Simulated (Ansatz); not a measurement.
## Structural relaxation of random fluorite-type alloy of CaF2 and CdF2 (96 atoms)

Wanted: the relaxed structure of random fluorite-type alloy of CaF2 and CdF2 (96 atoms) and its electronic structure.

Program: Ansatz 0.2.0. Level of theory: Kohn-Sham DFT, PBE, PAW (set soft_2), plane waves. Results are calculated unless marked as measured.

This is a report of a sequence of runs, with most program output left out.

### Step 1. Starting point

The cell holds 96 atoms: 12 Ca, 64 F and 20 Cd. Its edges and angles: a = 10.835 Å, b = 10.835 Å, c = 10.835 Å, α = 90.0°, β = 90.0°, γ = 90.0°. It derives from CaF2 (fluorite-type) and CdF2, repeated 2×2×2. Fluorite-type CaF2, 2 x 2 x 2 conventional cells, 20 of 32 Ca sites given to Cd at random (x = 0.625), lattice by Vegard's rule (a = 5.417 Å); every coordinate displaced by a Gaussian of 0.09 Å.

Before any run, some limits are plain. The host structure and its lattice constant were typed by rule, without a check against the phase diagram. Only the Γ point is sampled, in a cell whose shortest periodic width is 11 Å.

### Step 2. Relaxation

The atoms are relaxed in the fixed cell, aiming at the force tolerance of the input.

input.yaml

```yaml
crystal:
  lattice:
    - [10.8348, 0.0, 0.0]
    - [0.0, 10.8348, 0.0]
    - [0.0, 0.0, 10.8348]
  atoms:
    - { symbol: Ca, position: [0.99782, 0.99576, 0.99432] }
    - { symbol: F, position: [0.12146, 0.12204, 0.12146] }
    - { symbol: F, position: [0.36887, 0.37628, 0.37204] }
    - { symbol: Cd, position: [0.99101, 0.24029, 0.23872] }
    - { symbol: F, position: [0.14026, 0.37775, 0.38031] }
    - { symbol: F, position: [0.36469, 0.1243, 0.1468] }
    - { symbol: Ca, position: [0.25046, 0.00271, 0.24392] }
    - { symbol: F, position: [0.39048, 0.12812, 0.36241] }
    - { symbol: F, position: [0.1203, 0.38624, 0.12994] }
    - { symbol: Ca, position: [0.25602, 0.24724, 0.98736] }
    - { symbol: F, position: [0.36764, 0.36022, 0.12773] }
    - { symbol: F, position: [0.11477, 0.11485, 0.37954] }
    - { symbol: Cd, position: [0.0058, 0.01061, 0.50084] }
    - { symbol: F, position: [0.13189, 0.12792, 0.6275] }
    - { symbol: F, position: [0.36178, 0.36516, 0.88162] }
    - { symbol: Cd, position: [0.00691, 0.24077, 0.76366] }
    - { symbol: F, position: [0.11571, 0.36646, 0.87479] }
    - { symbol: F, position: [0.37135, 0.11471, 0.62486] }
    - { symbol: Ca, position: [0.24949, 0.01209, 0.75578] }
    - { symbol: F, position: [0.37978, 0.11984, 0.87974] }
    - { symbol: F, position: [0.13232, 0.37534, 0.62427] }
    - { symbol: Cd, position: [0.24365, 0.25468, 0.50405] }
    - { symbol: F, position: [0.36787, 0.37835, 0.62572] }
    - { symbol: F, position: [0.12787, 0.11568, 0.88748] }
    - { symbol: Cd, position: [0.99983, 0.50107, 0.99977] }
    - { symbol: F, position: [0.13431, 0.62656, 0.12432] }
    - { symbol: F, position: [0.36596, 0.87569, 0.38027] }
    - { symbol: Ca, position: [0.00976, 0.74146, 0.26114] }
    - { symbol: F, position: [0.12275, 0.87317, 0.35761] }
    - { symbol: F, position: [0.36543, 0.6116, 0.12313] }
    - { symbol: Cd, position: [0.24467, 0.50503, 0.24592] }
    - { symbol: F, position: [0.36749, 0.6288, 0.37721] }
    - { symbol: F, position: [0.12422, 0.88938, 0.11373] }
    - { symbol: Cd, position: [0.25773, 0.757, 0.99985] }
    - { symbol: F, position: [0.36842, 0.86652, 0.11466] }
    - { symbol: F, position: [0.11483, 0.64801, 0.36893] }
    - { symbol: Cd, position: [0.00285, 0.4925, 0.49122] }
    - { symbol: F, position: [0.13211, 0.62356, 0.61962] }
    - { symbol: F, position: [0.37563, 0.85947, 0.88018] }
    - { symbol: Cd, position: [0.99787, 0.74319, 0.75959] }
    - { symbol: F, position: [0.13083, 0.87738, 0.86087] }
    - { symbol: F, position: [0.38585, 0.63724, 0.61778] }
    - { symbol: Cd, position: [0.24977, 0.50075, 0.74193] }
    - { symbol: F, position: [0.37553, 0.63615, 0.87017] }
    - { symbol: F, position: [0.13796, 0.88341, 0.62395] }
    - { symbol: Cd, position: [0.25378, 0.75575, 0.49459] }
    - { symbol: F, position: [0.37228, 0.88188, 0.63627] }
    - { symbol: F, position: [0.11464, 0.613, 0.87494] }
    - { symbol: Cd, position: [0.49669, 0.00661, 0.99868] }
    - { symbol: F, position: [0.62035, 0.12589, 0.1276] }
    - { symbol: F, position: [0.8714, 0.39795, 0.36866] }
    - { symbol: Ca, position: [0.49964, 0.24055, 0.2528] }
    - { symbol: F, position: [0.62087, 0.36882, 0.37544] }
    - { symbol: F, position: [0.87636, 0.12554, 0.13098] }
    - { symbol: Cd, position: [0.74386, 0.99807, 0.24209] }
    - { symbol: F, position: [0.8602, 0.12214, 0.37716] }
    - { symbol: F, position: [0.63181, 0.37304, 0.12572] }
    - { symbol: Cd, position: [0.74971, 0.23649, 0.99845] }
    - { symbol: F, position: [0.87485, 0.36173, 0.11663] }
    - { symbol: F, position: [0.61232, 0.12313, 0.36811] }
    - { symbol: Cd, position: [0.49616, 0.99811, 0.50351] }
    - { symbol: F, position: [0.61596, 0.10332, 0.63742] }
    - { symbol: F, position: [0.87812, 0.36112, 0.89018] }
    - { symbol: Ca, position: [0.50776, 0.23952, 0.7341] }
    - { symbol: F, position: [0.63764, 0.36718, 0.87617] }
    - { symbol: F, position: [0.87736, 0.12511, 0.62401] }
    - { symbol: Cd, position: [0.747, 0.99729, 0.74833] }
    - { symbol: F, position: [0.87415, 0.13204, 0.87108] }
    - { symbol: F, position: [0.61038, 0.3649, 0.63058] }
    - { symbol: Ca, position: [0.74846, 0.26027, 0.48442] }
    - { symbol: F, position: [0.88719, 0.35922, 0.62495] }
    - { symbol: F, position: [0.62557, 0.12223, 0.86553] }
    - { symbol: Cd, position: [0.50324, 0.50059, 0.99202] }
    - { symbol: F, position: [0.62597, 0.6087, 0.14392] }
    - { symbol: F, position: [0.86587, 0.86132, 0.37675] }
    - { symbol: Ca, position: [0.50158, 0.74964, 0.24235] }
    - { symbol: F, position: [0.64169, 0.88365, 0.38459] }
    - { symbol: F, position: [0.86688, 0.62231, 0.13268] }
    [... 12 atom lines left out ...]
    - { symbol: Ca, position: [0.75948, 0.50501, 0.75306] }
    - { symbol: F, position: [0.86931, 0.62684, 0.88035] }
    - { symbol: F, position: [0.62566, 0.88562, 0.61244] }
    - { symbol: Ca, position: [0.75457, 0.7508, 0.49059] }
    - { symbol: F, position: [0.87036, 0.87526, 0.62238] }
    - { symbol: F, position: [0.62962, 0.61923, 0.87473] }
kpoints:
  mp_grid: { grid: [1, 1, 1] }
hamiltonian:
  xc: pbe
scf:
  occupations: { method: fixed }
output:
  forces: true
relax:
  f_tol: 0.05
  max_steps: 105
```

Started as:

```bash
$ ansatz run input.yaml --threads 4 --pin off --max-ram 8192MiB --backend cpu --events-out ev --progress --plain --runs-dir out
```

It took 2.2 min on 4 threads of AMD EPYC 7R43, shared host; peak memory 2 GiB; 6.1 min of CPU time.

Relaxation path:

```tsv
step	energy less that of the first step (eV)	largest force component (eV/Å)
1	0.0000	2.8962
2	-6.3342	1.4784
3	-8.0451	0.0466
4	-8.0451	0.0465
```

The atoms that moved most (Å):

```tsv
atom	dx	dy	dz	length
F87	-0.195	0.213	-0.068	0.296
F62	0.097	0.225	-0.139	0.282
F36	0.089	-0.259	0.057	0.280
F51	0.034	-0.256	0.067	0.267
F6	0.108	-0.012	-0.241	0.264
F74	-0.005	0.156	-0.205	0.258
F77	-0.183	-0.111	-0.105	0.239
F8	-0.182	-0.038	0.126	0.224
```

The relaxation changed the energy by -83.8 meV/atom, and atoms moved by 0.15 Å r.m.s., 0.30 Å at most.

### Step 3. Structure statistics after relaxation

Density 5.15 g/cm³, 13.25 Å³ an atom.

g(r), total and by pair (bins of 0.2 Å):

```tsv
r (Å)	total	F-F	F-Cd	F-Ca	Cd-Cd	Cd-Ca	Ca-Ca
2.30	5.15	0.00	11.60	11.60	0.00	0.00	0.00
2.50	0.00	0.00	0.00	0.00	0.00	0.00	0.00
2.70	2.84	6.40	0.00	0.00	0.00	0.00	0.00
2.90	0.00	0.00	0.00	0.00	0.00	0.00	0.00
3.10	0.00	0.00	0.00	0.00	0.00	0.00	0.00
3.30	0.00	0.00	0.00	0.00	0.00	0.00	0.00
3.50	0.00	0.00	0.00	0.00	0.00	0.00	0.00
3.70	0.00	0.00	0.00	0.00	0.00	0.00	0.00
3.90	4.32	6.50	0.00	0.00	12.65	13.55	12.00
4.10	0.00	0.00	0.00	0.00	0.00	0.00	0.00
4.30	0.00	0.00	0.00	0.00	0.00	0.00	0.00
4.50	4.20	0.00	9.45	9.45	0.00	0.00	0.00
4.70	1.28	2.88	0.00	0.00	0.00	0.00	0.00
4.90	0.00	0.00	0.00	0.00	0.00	0.00	0.00
5.10	0.00	0.00	0.00	0.00	0.00	0.00	0.00
5.30	0.00	0.00	0.00	0.00	0.00	0.00	0.00
5.50	1.07	1.61	0.00	0.00	2.92	3.73	2.39
5.70	0.00	0.00	0.00	0.00	0.00	0.00	0.00
5.90	2.42	0.00	5.44	5.44	0.00	0.00	0.00
6.10	2.29	5.15	0.00	0.00	0.00	0.00	0.00
6.30	0.00	0.00	0.00	0.00	0.00	0.00	0.00
6.50	0.00	0.00	0.00	0.00	0.00	0.00	0.00
6.70	2.88	4.32	0.00	0.00	8.75	8.45	8.95
6.90	0.00	0.00	0.00	0.00	0.00	0.00	0.00
7.10	2.27	0.00	5.10	5.10	0.00	0.00	0.00
7.30	0.00	0.00	0.00	0.00	0.00	0.00	0.00
7.50	0.00	0.00	0.00	0.00	0.00	0.00	0.00
7.70	1.07	1.61	0.00	0.00	2.75	4.01	1.91
```

Bonds by pair of elements; cutoffs follow the first minimum of g(r), held within bounds set by covalent radii, and pairs that aren't listed don't count as bonded:

```tsv
pair A-B	cutoff (Å)	bonds	mean length (Å)	spread (Å)	shortest (Å)	B about A	A about B
F-Cd	2.77	160	2.35	0.006	2.33	2.5	8
F-Ca	2.77	96	2.35	0.005	2.32	1.5	8
```

How many atoms have how many bonded neighbours:

```tsv
element	mean	4	8
Ca	8	0	12
Cd	8	0	20
F	4	64	0
```

Bond angles (no mean is given where the spread exceeds 20°):

```tsv
angle	count	mean (°)	spread (°)
F-Cd-F	560	-	-
F-Ca-F	336	-	-
Ca-F-Cd	188	110	0.2
Cd-F-Cd	146	109	0.2
Ca-F-Ca	50	110	0.2
```

Counting bonds as in the table, all Ca atoms have 8, all Cd atoms have 8 and all F atoms have 4 bonded neighbours.

### Step 4. Single point at the relaxed geometry

One more single point at the end of the walk gives the fuller output and checks the residual forces.

input.yaml

```yaml
crystal:
  lattice:
    - [10.8348, 0.0, 0.0]
    - [0.0, 10.8348, 0.0]
    - [0.0, 0.0, 10.8348]
  atoms:
    - { symbol: Ca, position: [3.0e-05, 0.99791, 0.99969] }
    - { symbol: F, position: [0.12431, 0.12405, 0.12525] }
    - { symbol: F, position: [0.37465, 0.37433, 0.37494] }
    - { symbol: Cd, position: [0.99916, 0.2492, 0.24954] }
    [... 86 atom lines left out ...]
    - { symbol: Ca, position: [0.74949, 0.49869, 0.74972] }
    - { symbol: F, position: [0.87446, 0.62303, 0.87428] }
    - { symbol: F, position: [0.62492, 0.8739, 0.62488] }
    - { symbol: Ca, position: [0.7499, 0.74852, 0.49972] }
    - { symbol: F, position: [0.87461, 0.87327, 0.62489] }
    - { symbol: F, position: [0.62459, 0.6235, 0.87492] }
kpoints:
  mp_grid: { grid: [1, 1, 1] }
hamiltonian:
  xc: pbe
scf:
  occupations: { method: fixed }
output:
  forces: true
  stress: true
  populations: true
  dos:
    method: { smearing: { sigma: 0.08 } }
    de: 0.1
    projected: { site_lists: { Ca: [Ca], Cd: [Cd], F: [F] } }
  eigenvalues: true
  bader: true
  write_density: true
  write_potential: true
  volumetric_format: npy
```

The job ended after 5.8 min (4 threads; peak memory 2.1 GiB).

The run gave:

```yaml
free_energy: -238720.1143 eV
free_energy_per_atom: -2486.6679 eV/atom
scf_cycles: 8
pressure: 4.096 GPa
r_m_s_force_component: 0.01148 eV/Å
longest_force: 0.05471 eV/Å
fermi_energy: 5.284 eV
spacing_of_highest_filled_and_lowest_empty_level: 3.975 eV
spilling_of_the_projection: 0.005305
```

Löwdin charges by element (they lack the spilled electrons, 0.053 e an atom on average):

```tsv
element	coordination	atoms	mean charge (e)	spread	least	most
Ca	all	12	1.73	0.0013	1.73	1.74
Cd	all	20	1.55	3.0e-4	1.55	1.55
F	all	64	-0.729	0.0145	-0.77	-0.706
```

Charge against the make-up of the first shell:

```tsv
Cd neighbours of F	atoms	mean charge (e)
0	1	-0.77
1	8	-0.754
2	20	-0.737
3	28	-0.721
4	7	-0.706
```

States in the cell by windows of 1 eV, zero at the Fermi level; the larger projections on atomic orbitals stand beside the total:

```tsv
from (eV)	to (eV)	total	F p	Cd d	Ca p
-18	-17	29.7	0.4	0.0	28.5
-17	-16	42.3	0.4	0.0	38.5
-16	-6	0.0	0.0	0.0	0.0
-6	-5	35.3	7.6	27.6	0.0
-5	-4	164.7	17.7	145.7	0.1
-4	-3	18.7	13.1	2.5	0.0
-3	-2	76.8	66.6	4.6	0.1
-2	-1	145.9	134.4	6.9	0.6
-1	0	134.2	121.8	11.2	0.1
0	1	8.4	7.6	0.8	0.0
1	3	0.0	0.0	0.0	0.0
3	4	0.9	0.0	0.0	0.0
4	5	1.1	0.1	0.0	0.0
```

The curve was stored every 0.100 eV, coarse against its broadening of 0.08 eV, so these counts are rough.

With fixed occupations the program's Fermi level is the highest filled level; weight inside the gap is the broadening of levels at its edges.

Between -26 and -18 eV lie 128 more states.

The stored curve holds about 784 of the 968 electrons; the rest, give or take the few that broadening carries across the Fermi level, lie in deeper levels below its range.

The levels nearest the highest filled one (over half full), pooled over k-points and spins:

```tsv
level less the highest filled one (eV)	occupation
-0.0597	2
-0.0413	2
-0.0259	2
-0.019	2
-0.0051	2
0	2
3.97	0
5.47	0
5.60	0
5.63	0
5.95	0
6.18	0
```

Valence density in the ac plane at fractional y = 0.248, with atoms of Cd and Ca within 0.2 Å of it. It is the smooth field of the valence electrons, not physical close to the nuclei.

Ten steps, logarithmic in the rise over the least value, from '_' (0 e/Å³) to '@' (21 e/Å³), each cell a mean:
```
__________--++****==::________________..==##@@%%**::________
__________..--====::..__________________::==++++--..________
__________________________________________........__________
::::..____________________....::..______________________..::
##**--..________________..--++++==::__________________..==##
@@%%++..________________::++####**--__________________--**@@
@@##==..________________..==**##**--__________________::**%%
++==::____________________::--==--..__________________..--++
....______________________________________________________..
__________..::::::..______________________........__________
________..--**##**==..__________________::==++++--..________
________..==%%@@@@**::________________..--**####++::________
________..==##@@%%**::__________________--++##**==..________
__________::==++++--..__________________..--====::..________
____________......__________________________________________
::::..____________________....::..____________________....::
##++--..________________..--++++==::__________________..==**
@@%%==..________________::++####**--__________________--**@@
@@##==..________________..==****++--__________________::**%%
++==::__________________..::====--..__________________..--++
....______________________________________________________..
____________..::....____________________..::::::....________
__________::==++++--..________________..--++####==..________
________..--**####++::________________..==%%@@@@**--________
```
Columns run along a (10.8 Å), rows up along c (10.8 Å). Atoms in or near the plane, at fractional coordinates: Cd at (0.00, 0.25), Ca at (0.25, 0.00), Cd at (0.00, 0.75), Cd at (0.25, 0.50), Ca at (0.50, 0.25), Cd at (0.75, 0.00), Ca at (0.50, 0.75), Ca at (0.75, 0.50).

Electrostatic potential energy in the ac plane at fractional y = 0.248, with atoms of Cd and Ca within 0.2 Å of it. With pseudopotentials it is smooth inside the atoms' cores, unlike the true potential.

Ten even steps from '0' (-38 eV) to '9' (12 eV), each cell a mean:
```
999986100379999999986433479999
999998645789999999998655789999
999999888999999999999988999999
789999999999987789999999999987
457999999999852137999999999864
235899999999720005899999999743
346899999999730015899999999743
568999999999875468999999999875
899999999999998889999999999998
999999877899999999999877899999
999997544689999999997412589999
999985323479999999985000279999
999986433579999999985100379999
999998655789999999998645789999
999999988999999999999988999999
789999999999987789999999999987
457999999999852247999999999864
235899999999720005899999999743
346899999999730015899999999753
568999999999875468999999999875
899999999999998889999999999998
999999877899999999999877899999
999997322589999999997544689999
999985000279999999985323479999
```
Columns run along a (10.8 Å; values clipped at the 3rd and 97th percentile), rows up along c (10.8 Å). Atoms in or near the plane, at fractional coordinates: Cd at (0.00, 0.25), Ca at (0.25, 0.00), Cd at (0.00, 0.75), Cd at (0.25, 0.50), Ca at (0.50, 0.25), Cd at (0.75, 0.00), Ca at (0.50, 0.75), Ca at (0.75, 0.50).

Mean Löwdin charges: Ca +1.73, Cd +1.55, F -0.73 e (they miss 0.53 % of the electrons, so they add up to more than the cell's charge). The charge on F changes by +0.016 e for each Cd neighbour that takes the place of another kind, on average.

A closer look about F66, picked at random: 11 atoms, nearest first, numbered in the order of the input, with positions taken from that point.

```tsv
atom	x	y	z	distance (Å)	bonds	Löwdin charge (e)
F66	0.00	0.00	0.00	0.00	4	-0.72
Cd13	1.35	-1.35	-1.35	2.34	8	1.55
Ca70	-1.35	1.36	-1.35	2.35	8	1.73
Cd67	-1.35	-1.36	1.36	2.35	8	1.55
Cd16	1.36	1.36	1.36	2.35	8	1.55
F62	-2.70	0.00	0.01	2.70	4	-0.74
F71	-0.01	2.70	0.01	2.70	4	-0.74
F68	0.01	-0.01	2.71	2.71	4	-0.72
F56	-0.01	0.01	-2.71	2.71	4	-0.72
F95	0.00	-2.71	0.01	2.71	4	-0.72
F14	2.71	0.01	0.01	2.71	4	-0.72
```

The column of bonds counts only the pairs F-Cd within 2.77 Å, F-Ca within 2.77 Å; other neighbours, such as metal atoms beside each other in a compound, aren't counted, and periodic images can show an atom twice.

### Step 5. Other settings

Changed here: crystal.symmetry.detect = false and scf.lower_state_search = "standard".

input.yaml

```yaml
crystal:
  lattice:
    - [10.8348, 0.0, 0.0]
    - [0.0, 10.8348, 0.0]
    - [0.0, 0.0, 10.8348]
  atoms:
    [... the 96 atom lines of step 4 ...]
  symmetry: { detect: false }
kpoints:
  mp_grid: { grid: [1, 1, 1] }
hamiltonian:
  xc: pbe
scf:
  occupations: { method: fixed }
  lower_state_search: standard
output:
  forces: true
  stress: true
  populations: true
  dos:
    method: { smearing: { sigma: 0.15 } }
    de: 0.1
    projected: { site_lists: { Ca: [Ca], Cd: [Cd], F: [F] } }
  eigenvalues: true
```

Elapsed: 64 s, on 4 threads; peak memory 2.1 GiB.

Geometry and reference: those of the single point at the relaxed geometry.

Forces differ from those of the single point at the relaxed geometry by 0.001 meV/Å r.m.s.

### Step 6. Summary of results

- energy change in the relaxation: -83.8 meV/atom
- r.m.s. displacement: 0.152 Å
- largest displacement: 0.296 Å
- free energy per atom: -2486.6679 eV/atom
- density: 5.15 g/cm³
- pressure: 4.096 GPa
- r.m.s. force component: 0.01148 eV/Å
- gap (highest filled to lowest empty level): 3.975 eV
- wall time of the 3 DFT runs: 9 min

Relaxation lowers the energy by 83.8 meV/atom and moves atoms by 0.15 Å r.m.s. By the final cutoffs 0 of 255 bonded pairs parted and 1 joined. The r.m.s. move is of the size of the random displacements put into the start (0.156 Å r.m.s. in three dimensions). From the first step to the last the energy fell by 8.045 eV, and the largest move was 0.30 Å (F87). Counting bonds as in the table, all Ca atoms have 8, all Cd atoms have 8 and all F atoms have 4 bonded neighbours. Between filled and empty levels lie 3.97 eV at Γ alone; the mesh holds the band edges only if they fold onto it, so the gap at this level can be narrower or closed, while semilocal functionals tend to narrow gaps against experiment.

Caveats: The pressure of 4.1 GPa means that a free cell would grow at this level.

[Logs are printed without paths, hosts, clocks, repeated set-up lines and the standing remarks that a program may print on its own settings, such as how far it seeks lower states.]

[Hosts, paths, dates, database ids (printed as entryN), source tags and the programs' standing remarks are cut or masked in the printed files.]
